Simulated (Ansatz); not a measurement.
## Li2ZnPbS4: relaxing a made-up structure

Starting from a made-up structure for Li2ZnPbS4, the aim is the relaxed cell, its shortest contacts and, where a second run follows, its electronic structure.

Program: Ansatz 0.2.0. Level of theory: DFT, PBE, plane-wave PAW, files of the set soft_1, scalar-relativistic, no spin, cell and ions relaxed at zero pressure; PAW set soft_1. Results are calculated unless marked as measured.

### Step 1. The structure

It takes space group I-42m (No. 121, tetragonal). The conventional cell has a = 6.585 Å, b = 6.585 Å, c = 7.838 Å, α = 90.00°, β = 90.00°, γ = 90.00°. Nearest to Pb lie 4 S at 2.25 Å. Zn has 8 S at 3.11 to 3.19 Å nearest. Nearest to S lie 1 Pb at 2.25 Å and 2 Li at 2.47 Å. Nearest to Li lie 4 S at 2.47 Å. Farther neighbours and most contacts between anions are not listed.

### Step 2. Relaxing cell and atoms

The guessed cell has no reason to be at equilibrium. It is relaxed with the atoms, within the space group of the guess.

Input file input.yaml:

```yaml
crystal:
  lattice:
    - [-3.2925, 3.2925, 3.919]
    - [3.2925, -3.2925, 3.919]
    - [3.2925, 3.2925, -3.919]
  atoms:
    - { symbol: Pb, position: [0.0, 0.0, 0.0] }
    - { symbol: Zn, position: [0.5, 0.5, 0.0] }
    - { symbol: S, position: [0.3632, 0.9702, 0.0] }
    - { symbol: S, position: [0.6368, 0.6368, 0.607] }
    - { symbol: S, position: [0.9702, 0.3632, 0.0] }
    - { symbol: S, position: [0.0298, 0.0298, 0.393] }
    - { symbol: Li, position: [0.75, 0.25, 0.5] }
    - { symbol: Li, position: [0.25, 0.75, 0.5] }
kpoints:
  mp_grid: { grid: [6, 6, 6] }
scf:
  occupations: { method: fermi_dirac, width: 0.05 }
hamiltonian:
  xc: pbe
  pseudopotentials: { kind: paw, azcp: { folder: soft_1 } }
relax:
  f_tol: 0.015
  max_steps: 70
  cell: {}
output:
  forces: true
  stress: true
```

Launch:

```
> ansatz run input.yaml --threads 4 --pin off --max-ram 10240MiB --backend cpu --events-out ev --progress --plain --runs-dir out
```

Numbers of over 12 decimals in the logs are rounded to 6 here.

The log of the run:

```text
Engine: ansatz 0.2.0, x86_64-unknown-linux-gnu
Pseudopotentials: kind: paw
Pseudopotential: Pb, paw, valence charge 14, recommended cutoff 420 eV (normal), soft_1/Pb.paw.azcp
Pseudopotential: Zn, paw, valence charge 12, recommended cutoff 420 eV (normal), soft_1/Zn.paw.azcp
Pseudopotential: S, paw, valence charge 6, recommended cutoff 420 eV (normal), soft_1/S.paw.azcp
Pseudopotential: Li, paw, valence charge 3, recommended cutoff 420 eV (normal), soft_1/Li.paw.azcp
Functional definition: PBE
  parameter kappa = 0.804
  parameter beta = 0.066725
  exchange = pbe_x(kappa = kappa, mu = beta*pi^2/3)
  correlation = pbe_c(beta = beta)
Crystal: 8 atoms, lattice volume = 169.937 Å³
Basis set: ecut = 420 eV, 3309 PW (Γ), exchange–correlation on 90×90×90 points (8 copies of the dense FFT grid, shifted against one another)
Bands: 36, of which v1, the nominal top of the filled ones, is band 28 counted from 1 (27 counted from 0)
Symmetry: 8 space group operations
Space group: I-42m (ITA 121), of the structure as read, at distance tolerance 5.5e-5 Å
k-points: 30 of 216 (time reversal used)
Non-local potential: Pb, projectors of the file, l = 0: 2, l = 1: 2, l = 2: 2, l = 3: 1
Non-local potential: Zn, projectors of the file, l = 0: 2, l = 1: 2, l = 2: 3, l = 3: 1
Non-local potential: S, projectors of the file, l = 0: 2, l = 1: 2, l = 2: 1
Non-local potential: Li, projectors of the file, l = 0: 3, l = 1: 2, l = 2: 1
PAW form: soft (Blöchl's): semilocal exchange-correlation on the pseudo side does not see the compensation charge
PAW one-centre angular grid: Pb, 590 points (default); XC on 64 Gauss nodes
PAW one-centre angular grid: Zn, 590 points (default); XC on 64 Gauss nodes
PAW one-centre angular grid: S, 110 points (default); XC on 64 Gauss nodes
PAW one-centre angular grid: Li, 110 points (default); XC on 96 Gauss nodes
Initial density: superposition of atomic densities (chi_scale 0.1, normalization cell, long waves kept (reshape's long-wave potential 0.01 eV rms))
Initial wavefunctions: pseudopotential atomic-orbital guess
Functional: x = pbe(κ = 0.804, μ = 0.219515), c = pbe(β = 0.066725)
SCF iter   1: F=—  HF=-19248.670300 eV  |F-HF|=—  |Δ(HF+E_count)|=         —  Δρ=5.63e-2  dr2=5.32e0  ethr=3.10e-3  ⟨swp⟩=9.3  Hψ=6207  notcnv=0  defer=11
preconditioner: auto → Resta (q_TF=auto, 2.267 Å⁻¹)  ε∞=3.9  [insulator: Δε(μ)=0.525 eV  Ē_g=12.103 eV  σ=0.050 eV  W_gap=0.95  n_scr=26 (ndim 8)  ℏωp=20.5 eV  f_vac=0.000  D(μ)=0.18/eV (n_scr^D=0)  ε∞_Penn≈3.9]
SCF iter   2: F=—  HF=-19247.103453 eV  |F-HF|=—  |Δ(HF+E_count)|=    1.57e0  Δρ=1.95e-2  dr2=9.00e-1  ethr=3.10e-3  ⟨swp⟩=3.5  Hψ=2178  notcnv=0  defer=68
SCF iter   3: F=—  HF=-19246.874263 eV  |F-HF|=—  |Δ(HF+E_count)|=   2.29e-1  Δρ=1.19e-2  dr2=1.96e-1  ethr=1.61e-3  ⟨swp⟩=3.1  Hψ=2087  notcnv=0  defer=69
SCF iter   4: F=—  HF=-19246.823766 eV  |F-HF|=—  |Δ(HF+E_count)|=   5.05e-2  Δρ=4.18e-3  dr2=2.76e-2  ethr=3.50e-4  ⟨swp⟩=3.6  Hψ=2138  notcnv=0  defer=63
SCF iter   5: F=—  HF=-19246.826731 eV  |F-HF|=—  |Δ(HF+E_count)|=   2.97e-3  Δρ=1.10e-3  dr2=2.34e-3  ethr=4.92e-5  ⟨swp⟩=2.0  Hψ=2027  notcnv=0  defer=64
SCF iter   6: F=—  HF=-19246.828214 eV  |F-HF|=—  |Δ(HF+E_count)|=   1.48e-3  Δρ=2.86e-4  dr2=1.68e-4  ethr=4.18e-6  ⟨swp⟩=2.0  Hψ=1858  notcnv=0  defer=64
SCF iter   7: F=—  HF=-19246.828414 eV  |F-HF|=—  |Δ(HF+E_count)|=   2.00e-4  Δρ=7.85e-5  dr2=1.65e-5  ethr=3.00e-7  ⟨swp⟩=2.9  Hψ=1960  notcnv=0  defer=64
SCF iter   8: F=—  HF=-19246.828485 eV  |F-HF|=—  |Δ(HF+E_count)|=   7.07e-5  Δρ=2.59e-5  dr2=1.27e-6  ethr=2.94e-8  ⟨swp⟩=2.1  Hψ=1591  notcnv=0  defer=64
SCF iter   9: F=—  HF=-19246.828486 eV  |F-HF|=—  |Δ(HF+E_count)|=   1.21e-6  Δρ=7.57e-6  dr2=1.60e-7  ethr=2.27e-9  ⟨swp⟩=2.2  Hψ=1828  notcnv=0  defer=64
SCF iter  10: F=-19246.828486 eV  HF=-19246.828486 eV  |F-HF|=1.41e-8  |Δ(HF+E_count)|=   5.09e-8  Δρ=3.04e-6  dr2=1.56e-8  ethr=1.79e-10  ⟨swp⟩=5.4  Hψ=4196  notcnv=0
SCF 1 converged in 10 iterations: F = -19246.828486 eV  dr2 = 1.56e-8
  greatest PAW one-centre occupation: 1.000 electrons in one spin orbital (limit 2), on the Li atom at site 7 (counted from 0), in its partial waves of l = 0
relax step   1: F+E_penalty+E_count = -19246.82848611 eV  Δ(F+E_penalty+E_count) = +0.000e0 eV  max|allowed force component| = 2.652e0 eV/Å  Δτ_max = 0.0000 Å  P = +9.627 GPa  Ω = 169.937 Å³  (10 SCF iters, dr2 threshold 1.00e-7 eV, accepted)
Crystal: 8 atoms, lattice volume = 173.508 Å³
Basis set: ecut = 420 eV, 3405 PW (Γ), exchange–correlation on 90×90×90 points (8 copies of the dense FFT grid, shifted against one another)
Initial density: handed on by an earlier stage of this run
Initial wavefunctions: those handed on with the density
iter 1 solved again at ethr=4.06e-4 eV; its pass at ethr=3.10e-3 eV (dr2=2.27e-1 eV) is discarded
SCF iter   1: F=—  HF=-19248.827693 eV  |F-HF|=—  |Δ(HF+E_count)|=         —  Δρ=1.04e-2  dr2=2.24e-1  ethr=4.06e-4  ⟨swp⟩=2.6  Hψ=6822  notcnv=0
preconditioner: auto → Kerker (q_TF=auto, 2.260 Å⁻¹)  [metal: Δε(μ)=0.122 eV  Ē_g=11.537 eV  σ=0.050 eV  W_gap=0.48  n_scr=26 (ndim 8)  ℏωp=20.3 eV  f_vac=0.026  D(μ)=0.40/eV (n_scr^D=0)]
SCF iter   2: F=—  HF=-19248.789225 eV  |F-HF|=—  |Δ(HF+E_count)|=   3.85e-2  Δρ=5.77e-3  dr2=7.91e-2  ethr=3.99e-4  ⟨swp⟩=2.3  Hψ=1253  notcnv=0
SCF iter   3: F=—  HF=-19248.777729 eV  |F-HF|=—  |Δ(HF+E_count)|=   1.15e-2  Δρ=1.36e-3  dr2=3.71e-3  ethr=1.41e-4  ⟨swp⟩=3.2  Hψ=2387  notcnv=0
SCF iter   4: F=—  HF=-19248.777377 eV  |F-HF|=—  |Δ(HF+E_count)|=   3.52e-4  Δρ=5.80e-4  dr2=1.26e-3  ethr=6.62e-6  ⟨swp⟩=2.2  Hψ=1673  notcnv=0
SCF iter   5: F=—  HF=-19248.777183 eV  |F-HF|=—  |Δ(HF+E_count)|=   1.94e-4  Δρ=4.61e-4  dr2=3.31e-4  ethr=2.25e-6  ⟨swp⟩=2.6  Hψ=1678  notcnv=0
SCF iter   6: F=—  HF=-19248.777126 eV  |F-HF|=—  |Δ(HF+E_count)|=   5.68e-5  Δρ=1.82e-4  dr2=7.64e-5  ethr=5.92e-7  ⟨swp⟩=2.1  Hψ=1551  notcnv=0  defer=1
SCF iter   7: F=—  HF=-19248.777142 eV  |F-HF|=—  |Δ(HF+E_count)|=   1.59e-5  Δρ=7.14e-5  dr2=1.46e-5  ethr=1.36e-7  ⟨swp⟩=2.2  Hψ=1669  notcnv=0  defer=1
SCF iter   8: F=—  HF=-19248.777141 eV  |F-HF|=—  |Δ(HF+E_count)|=   9.69e-7  Δρ=2.38e-5  dr2=2.44e-6  ethr=2.61e-8  ⟨swp⟩=2.2  Hψ=1546  notcnv=0  defer=1
SCF iter   9: F=-19248.777142 eV  HF=-19248.777142 eV  |F-HF|=1.15e-7  |Δ(HF+E_count)|=   8.73e-7  Δρ=9.12e-6  dr2=2.61e-7  ethr=1.43e-9  ⟨swp⟩=5.3  Hψ=4182  notcnv=0
SCF 2 converged in 9 iterations: F = -19248.777142 eV  dr2 = 2.61e-7
[...]
relax step  11: F+E_penalty+E_count = -19251.20525124 eV  Δ(F+E_penalty+E_count) = -3.799e-3 eV  max|allowed force component| = 9.369e-4 eV/Å  Δτ_max = 0.0044 Å  P = -0.028 GPa  Ω = 171.121 Å³  energy of the carried Pulay correction = -2.198e-4 eV  (5 SCF iters, dr2 threshold 8.00e-7 eV, accepted)
relax step  12: F+E_penalty+E_count = -19251.20529029 eV  Δ(F+E_penalty+E_count) = -3.905e-5 eV  max|allowed force component| = 1.051e-3 eV/Å  Δτ_max = 0.0005 Å  P = -0.002 GPa  Ω = 171.045 Å³  energy of the carried Pulay correction = -2.058e-4 eV  (6 SCF iters, dr2 threshold 9.07e-9 eV, accepted)
relax step  13: F+E_penalty+E_count = -19251.34542407 eV  Δ(F+E_penalty+E_count) = -1.401e-1 eV  max|allowed force component| = 3.606e-3 eV/Å  Δτ_max = 0.0000 Å  P = +0.992 GPa  Ω = 171.045 Å³  stress off target by 2.84e0 GPa  SCF on the basis re-selected at this cell (its energy is not comparable with the rows above)  (9 SCF iters)
relax step  14: F+E_penalty+E_count = -19251.44456322 eV  Δ(F+E_penalty+E_count) = -9.914e-2 eV  max|allowed force component| = 2.570e-2 eV/Å  Δτ_max = 0.0140 Å  P = +0.663 GPa  Ω = 173.481 Å³  energy of the carried Pulay correction = -4.156e-4 eV  (7 SCF iters, dr2 threshold 8.00e-7 eV, accepted)
relax step  15: F+E_penalty+E_count = -19251.51697787 eV  Δ(F+E_penalty+E_count) = -7.241e-2 eV  max|allowed force component| = 2.874e-2 eV/Å  Δτ_max = 0.0213 Å  P = +0.493 GPa  Ω = 175.450 Å³  energy of the carried Pulay correction = -7.561e-4 eV  (7 SCF iters, dr2 threshold 8.00e-7 eV, accepted)
relax step  16: F+E_penalty+E_count = -19251.55555441 eV  Δ(F+E_penalty+E_count) = -3.858e-2 eV  max|allowed force component| = 3.590e-2 eV/Å  Δτ_max = 0.0087 Å  P = +0.157 GPa  Ω = 177.247 Å³  energy of the carried Pulay correction = -1.071e-3 eV  (6 SCF iters, dr2 threshold 8.00e-7 eV, accepted)
relax step  17: F+E_penalty+E_count = -19251.55973417 eV  Δ(F+E_penalty+E_count) = -4.180e-3 eV  max|allowed force component| = 4.581e-2 eV/Å  Δτ_max = 0.0165 Å  P = -0.072 GPa  Ω = 179.238 Å³  energy of the carried Pulay correction = -1.429e-3 eV  (6 SCF iters, dr2 threshold 5.36e-7 eV, accepted)
relax step  18: F+E_penalty+E_count = -19251.56078596 eV  Δ(F+E_penalty+E_count) = -1.052e-3 eV  max|allowed force component| = 5.508e-3 eV/Å  Δτ_max = 0.0062 Å  P = -0.037 GPa  Ω = 178.596 Å³  energy of the carried Pulay correction = -1.312e-3 eV  (6 SCF iters, dr2 threshold 1.31e-7 eV, accepted)
relax step  19: F+E_penalty+E_count = -19251.56463314 eV  Δ(F+E_penalty+E_count) = -3.847e-3 eV  max|allowed force component| = 5.298e-3 eV/Å  Δτ_max = 0.0000 Å  P = -0.004 GPa  Ω = 178.596 Å³  stress off target by 6.26e-2 GPa  SCF on the basis re-selected at this cell (its energy is not comparable with the rows above)  (8 SCF iters)
relax step  20: F+E_penalty+E_count = -19251.56479700 eV  Δ(F+E_penalty+E_count) = -1.639e-4 eV  max|allowed force component| = 3.045e-4 eV/Å  Δτ_max = 0.0014 Å  P = +0.005 GPa  Ω = 178.661 Å³  energy of the carried Pulay correction = -1.142e-5 eV  (6 SCF iters, dr2 threshold 9.80e-9 eV, accepted)
iter 1 solved again at ethr=7.19e-7 eV; its pass at ethr=3.10e-3 eV (dr2=4.02e-4 eV) is discarded
SCF iter   1: F=—  HF=-19251.564756 eV  |F-HF|=—  |Δ(HF+E_count)|=         —  Δρ=3.25e-5  dr2=5.31e-8  ethr=7.19e-7  ⟨swp⟩=4.0  Hψ=9417  notcnv=0
eigensolver tolerance schedule: the retry pair's looser diagonalisation over-reported the residual by 7584.29 of it (diagonalisation noise at an unbounded share of the residual, at the tolerance the schedule requests for it); recorded, not acted on — ethr = c·dr2/N_el stays at c = 1.0e-1
preconditioner: auto → Resta (q_TF=auto, 2.249 Å⁻¹)  ε∞=3.8  [insulator: Δε(μ)=0.770 eV  Ē_g=12.021 eV  σ=0.050 eV  W_gap=1.00  n_scr=32 (ndim 8)  ℏωp=20.0 eV  f_vac=0.021  D(μ)=0.00/eV (n_scr^D=0)  ε∞_Penn≈3.8]
SCF iter   2: F=—  HF=-19251.564797 eV  |F-HF|=—  |Δ(HF+E_count)|=   4.07e-5  Δρ=1.64e-5  dr2=1.78e-8  ethr=9.48e-11  ⟨swp⟩=4.2  Hψ=2757  notcnv=0
SCF iter   3: F=—  HF=-19251.564812 eV  |F-HF|=—  |Δ(HF+E_count)|=   1.47e-5  Δρ=6.33e-6  dr2=2.39e-9  ethr=3.19e-11  ⟨swp⟩=2.3  Hψ=1596  notcnv=0
SCF iter   4: F=—  HF=-19251.564814 eV  |F-HF|=—  |Δ(HF+E_count)|=   2.53e-6  Δρ=1.03e-6  dr2=9.08e-10  ethr=4.28e-12  ⟨swp⟩=2.0  Hψ=1637  notcnv=0
SCF iter   5: F=—  HF=-19251.564814 eV  |F-HF|=—  |Δ(HF+E_count)|=   1.05e-8  Δρ=2.13e-7  dr2=8.33e-11  ethr=1.62e-12  ⟨swp⟩=2.0  Hψ=1569  notcnv=0
SCF iter   6: F=-19251.564814 eV  HF=-19251.564814 eV  |F-HF|=1.46e-11  |Δ(HF+E_count)|=  2.26e-10  Δρ=4.37e-8  dr2=4.73e-12  ethr=1.00e-12  ⟨swp⟩=5.0  Hψ=3985  notcnv=0
SCF 21 converged in 6 iterations: F = -19251.564814 eV  dr2 = 4.73e-12
relax step  21: F+E_penalty+E_count = -19251.56481420 eV  Δ(F+E_penalty+E_count) = -1.720e-5 eV  max|allowed force component| = 3.200e-4 eV/Å  Δτ_max = 0.0000 Å  P = +0.005 GPa  Ω = 178.661 Å³  stress off target by 2.13e-2 GPa  SCF on the basis re-selected at this cell (its energy is not comparable with the rows above)  (6 SCF iters)
basis re-selected at this cell: Δ(F+E_penalty+E_count) = -1.720e-5 eV, ΔP = -0.000 GPa vs the last step (what re-selecting the basis moved, of the pressure what is left beyond the Pulay correction that the steps carried, after the strain that the cell walked since its last selection, with what the two solves' SCF thresholds leave and, on support functions, any second-order correction that the steps lacked; it is no m [...]
SCF converged after 6 iterations
Free energy (F): -19251.564814 eV
Harris-Foulkes:  -19251.564814 eV  (|F-HF|=1.46e-11)
Internal energy: -19251.564802 eV  (E = F + TS)
E sigma→0 (E₀):  -19251.564808 eV
Entropy (-TS):   -0.000012 eV (-0.001 meV/atom)
Fermi energy:    4.280890 eV
--- Per-component energies (eV) ---
  E_band       = -323.165436
  E_kinetic    = 894.782545
  E_local      = -4668.697455  (includes V_loc(G=0)·N_el)
  E_nonlocal   = 1227.680856
  E_hartree    = 1767.883885
  E_xc         = -653.852740
  E_vxc        = -538.056036  (∫ρ·V_xc dr)
  E_paw        = -14780.534685  (= ΣΔE_a)
  E_vpaw       = -774.643390  (= ΣTr[D̂ρ^β])
  E_aug_tail   = 0.000264  (compensation charges beyond the density's cutoff)
  E_ewald      = -3038.827472
  E_smearing   = -0.000012  (= −TS)
  E_closure    = 0.000000  (closes the sum)
  Σ components = -19251.564814   (vs F -19251.564814, Δ=0.00e0)
--- Forces (eV/Å), atoms counted from 1 ---
  atom   1  Pb    -0.00000000     0.00000000    -0.00000000
  atom   2  Zn    -0.00000000     0.00000000     0.00000000
  atom   3  S      0.00001438    -0.00001438     0.00032000
  atom   4  S      0.00001438     0.00001438    -0.00032000
  atom   5  S     -0.00001438     0.00001438     0.00032000
  atom   6  S     -0.00001438    -0.00001438    -0.00032000
  atom   7  Li    -0.00000000     0.00000000     0.00000000
  atom   8  Li    -0.00000000     0.00000000     0.00000000
  max |Σ_I F_I| component: 3.03e-17 eV/Å
--- Stress (GPa, compression-positive) ---
       -0.002746      -0.000000       0.000000
        0.000000      -0.002746       0.000000
        0.000000       0.000000       0.021280
  P = ⅓ Tr σ = 0.0053 GPa (0.053 kbar)
--- Relaxed structure (18 steps of the walk, 18 accepted, 3 SCFs on fresh bases) ---
  F+E_penalty+E_count = -19251.56481420 eV   max|allowed force component| = 3.200e-4 eV/Å   (the final SCF, on the basis selected at the relaxed cell)
  cell:  # Å, volume = 178.6614 Å³
    - [-2.781278, 2.781278, 5.774069]
    - [2.781278, -2.781278, 5.774069]
    - [2.781278, 2.781278, -5.774069]
  atoms:
    - { symbol: Pb, position: [1.8398196378237444e-19, -1.0106359599218411e-19, 2.2124474856149663e-19] }
    - { symbol: Zn, position: [0.500000, 0.500000, 2.2124474856149475e-19] }
    - { symbol: S, position: [0.391314, 0.863143, 0.0] }
    - { symbol: S, position: [0.608686, 0.608686, 0.471828] }
    - { symbol: S, position: [0.863143, 0.391314, 0.0] }
    - { symbol: S, position: [0.136857, 0.136857, 0.528172] }
    - { symbol: Li, position: [0.750000, 0.25, 0.500000] }
    - { symbol: Li, position: [0.25, 0.750000, 0.500000] }
```

Run time: 62 s. Hardware: 4 threads of Intel Xeon Platinum 8488C (Sapphire Rapids), shared host; peak memory 0.66 GiB; 3.9 min of CPU time.

The steps of the relaxation:

```
step  energy less that of the first step (eV)  largest force component (eV/Å)  pressure (GPa)  volume (Å³)
   1                                   0.0000                          2.6520            9.63       169.94
   2                                  -1.9487                          0.6373            0.19       173.51
   3                                  -2.6187                          0.5745           -0.74       168.86
   4                                  -3.3429                          0.4195           -0.51       164.76
   5                                  -3.7658                          0.3456            1.46       162.10
   6                                  -3.9876                          0.1500            0.93       164.94
   7                                  -4.1507                          0.0977            0.34       167.55
   8                                  -4.2830                          0.0624            0.26       169.46
   9                                  -4.3634                          0.0285            0.26       170.63
  10                                  -4.3730                          0.0309           -0.31       171.61
  11                                  -4.3768                          0.0009           -0.03       171.12
  12                                  -4.3768                          0.0011            0.00       171.04
 13*                                  -4.5169                          0.0036            0.99       171.04
  14                                  -4.6161                          0.0257            0.66       173.48
  15                                  -4.6885                          0.0287            0.49       175.45
  16                                  -4.7271                          0.0359            0.16       177.25
  17                                  -4.7312                          0.0458           -0.07       179.24
  18                                  -4.7323                          0.0055           -0.04       178.60
 19*                                  -4.7361                          0.0053            0.00       178.60
  20                                  -4.7363                          0.0003            0.01       178.66
 21*                                  -4.7363                          0.0003            0.01       178.66
```

Relaxation steps marked * repeat the geometry before them on a plane-wave basis chosen anew for their cell, so energy and pressure can jump there.

Forces are held to the 8 operations that the run works with; a distortion that breaks them can't arise in this run.

```
     cell as run  before   after   change
           a (Å)   6.086   6.986  +14.8 %
           b (Å)   6.086   6.986  +14.8 %
           c (Å)   6.086   6.986  +14.8 %
           α (°)  114.50  133.08  +16.2 %
           β (°)  114.50  133.08  +16.2 %
           γ (°)   99.83   68.53  -31.4 %
volume (Å³/atom)   21.24   22.33   +5.1 %
```

The atoms that moved most (Å, as changes of fractional coordinates times the final cell):

```csv
atom,dx,dy,dz,length
S6,0.376,0.376,0.456,0.700
S4,-0.376,-0.376,0.456,0.700
S5,0.376,-0.376,-0.456,0.700
S3,-0.376,0.376,-0.456,0.700
```

Final coordinates:

```xyz
8
Lattice="-2.7813 2.7813 5.7741 2.7813 -2.7813 5.7741 2.7813 2.7813 -5.7741" Properties=species:S:1:pos:R:3 pbc="T T T"
Pb    0.0000    0.0000    0.0000
Zn    0.0000    0.0000    5.7741
S     1.3123   -1.3123    7.2433
S     1.3123    1.3123    4.3048
S    -1.3123    1.3123    7.2433
S     1.4690    1.4690   -1.4693
Li    0.0000    2.7813    2.8870
Li    2.7813    0.0000    2.8870
```

This step gave:

```yaml
free_energy: -19251.5648 eV
fermi_energy: 4.281 eV
gap_by_band_count: 0.7697 eV
electrons: 56
symmetry_operations: 8
pressure: 0.005263 GPa
```

The shortest distance of each pair, which need not be the same contact before and after:

| pair | guess (Å) | relaxed (Å) |
| --- | --- | --- |
| S–Zn | 3.114 | 2.367 |
| Li–S | 2.469 | 2.427 |
| Pb–S | 2.249 | 2.545 |
| S–S | 3.611 | 3.712 |
| Li–Li | 3.919 | 3.933 |

The relaxation ends with a largest force component of 3.2e-4 eV/Å and a pressure of 0.01 GPa.

### Step 3. Results

* space group, relaxed: I-42m
* conventional cell: a = 5.563, b = 5.563, c = 11.548 Å; α = 90.0°, β = 90.0°, γ = 90.0°
* volume per atom: 22.33 Å³ (guess 21.24)

Li2ZnPbS4 relaxes to I-42m with a = 5.563, b = 5.563 and c = 11.548 Å. The guessed volume was 5 % too small. The space group I-42m was held in the relaxation, so the end point is a stationary structure within it and may be a saddle against distortions or other arrangements. Mesh and cutoff weren't tested. A vector of the cell changed its length by 15 %, more than the volume shows. Spin-orbit coupling is left out, which can matter for elements this heavy. No dispersion term is used, so weakly bound directions may come out too long. Nothing here tests whether the compound is stable against decomposition.

[Logs are printed without paths, hosts, clocks, repeated set-up lines and the standing remarks that a program may print on its own settings, such as how far it seeks lower states.]

[Hosts, paths, dates, database ids (printed as entryN), source tags and the programs' standing remarks are cut or masked in the printed files.]
